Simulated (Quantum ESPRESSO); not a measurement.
# Gap and tunnelling decay at a withheld lattice constant: TlSrI3, cubic perovskite type

**Set-up.** Quantum ESPRESSO 7.5 (pw.x, pwcond.x with ikind = 0), PBE, GBRV ultrasoft, cubic crystals. κ is the slowest decay along [001] at mid-gap among three points across the current.

| a (Å) | gap on the mesh (eV) | κ (1/Å) |
| --- | --- | --- |
| 6.005 | 2.515 | 0.255 |
| 6.197 | 2.529 | 0.265 |
| 6.580 | 2.471 | 0.276 |
| 6.772 | 2.408 | 0.278 |

One more run was made and is withheld. What are gap and κ at a = 6.389 Å?

By hand: A line through the rows at 6.197 and 6.580 Å gives a gap of 2.529 + 0.501 × (2.471 − 2.529) = 2.50 eV and κ = 0.271 1/Å. The two-band model κ = 0.5123 √(m* E_g/4) needs m* = 0.423 at 6.197 Å; with that mass and the new gap, κ = 0.263 1/Å.

**The withheld run.** The gap is 2.513 eV and κ = 0.271 1/Å. The line misses the gap by −0.013 eV and κ by −0.2 %; the two-band estimate misses κ by −2.8 %.

Caveats: The structure type is imposed. Local and semilocal gaps and decay constants are too small; no spin-orbit coupling. For an indirect gap m* is a fitting number alone.
